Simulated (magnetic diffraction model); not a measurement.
**TmCuAg2Cl6: what an assumed order does to the neutron pattern**

Space group Fm-3m (no. 225), a = 9.9090 Å.

```
site  atom    x    y       z
  4a    Tm    0    0       0
  8c    Ag  1/4  1/4     3/4
  4b    Cu  1/2    0       0
 24e    Cl  1/2    0  0.7568
```

The compound is invented for this exercise: a known structure type with other elements, its cell scaled to their sizes and not relaxed.

Only Tm is taken to order (form factors of Tm3+); orders and moment sizes are assumed, and not adapted to the symmetry. Radiation: neutrons of λ = 1.909 Å, 8° to 80°; isotropic B of 0.22 Å² (Tm), 0.23 Å² (Ag), 0.25 Å² (Cu) and 0.36 Å² (Cl). Simulated constant-wavelength pattern: nuclear and magnetic terms add, the magnetic one as |2.695 fm × Σ f S⊥ exp(2πi Q·r) exp(−B s²)|², summed over all Q at one angle with the factor 1/(sin²θ cos θ). For collinear order S is the moment m, which repeats by lattice and centring translations R with the sign exp(−2πi k·R). Free-ion form factors, Sears's scattering lengths of 1992, no absorption; a label names one of the reflections at its angle. The strongest nuclear line in the range is 100, and lines under 0.2 are left out.

Assume the order k = (1 0 0), collinear moments along [110], 5.2 μB on Tm.

Predict the pattern, nuclear and magnetic parts apart.

```tsv
2θ (°)	index	nuclear	magnetic
11.05	(1 0 0)	0.0	6.5
15.66	(0 1 1)	0.0	9.7
19.21	(1 1 1)	0.9	0.0
22.21	(2 0 0)	25.2	0.0
24.88	(1 2 0)	0.0	6.9
27.30	(2 1 1)	0.0	4.7
31.62	(2 2 0)	3.1	0.0
33.59	(3 0 0)	0.0	4.4
35.47	(0 3 1)	0.0	3.5
38.98	(2 2 2)	68.8	0.0
40.65	(3 2 0)	0.0	2.0
42.25	(2 3 1)	0.0	4.3
45.33	(4 0 0)	93.9	0.0
46.80	(3 2 2)	0.0	3.4
48.24	(4 1 1)	0.0	2.1
49.65	(3 3 1)	0.5	0.0
51.03	(4 2 0)	20.8	0.0
52.39	(1 4 2)	0.0	2.8
53.72	(2 3 3)	0.0	1.3
56.32	(4 2 2)	2.1	0.0
57.58	(5 0 0)	0.0	1.2
58.84	(4 3 1)	0.0	2.9
60.07	(5 1 1)	1.8	0.0
62.49	(5 2 0)	0.0	2.4
63.69	(2 5 1)	0.0	1.8
66.04	(4 4 0)	100.0	0.0
67.19	(5 2 2)	0.0	1.4
68.34	(4 3 3)	0.0	1.4
69.48	(5 3 1)	0.5	0.0
70.61	(6 0 0)	15.4	0.0
71.74	(1 6 0)	0.0	0.7
72.85	(6 1 1)	0.0	1.8
75.07	(6 2 0)	1.7	0.0
76.16	(5 4 0)	0.0	2.2
77.26	(4 5 1)	0.0	1.0
79.43	(6 2 2)	63.7	0.0
```

The strongest magnetic line in the range is (0 1 1) at 15.66° (9.7). On top of the Lorentz factor, which all lines share, magnetic lines fade with angle because f falls: for Tm3+ it is 0.97, 0.87, 0.75 and 0.49 at sin θ/λ = 0.1, 0.2, 0.3 and 0.5 Å⁻¹, while nuclear lengths stay constant. The order has no net moment.

[Logs are printed without paths, hosts, clocks, repeated set-up lines and the standing remarks that a program may print on its own settings, such as how far it seeks lower states.]
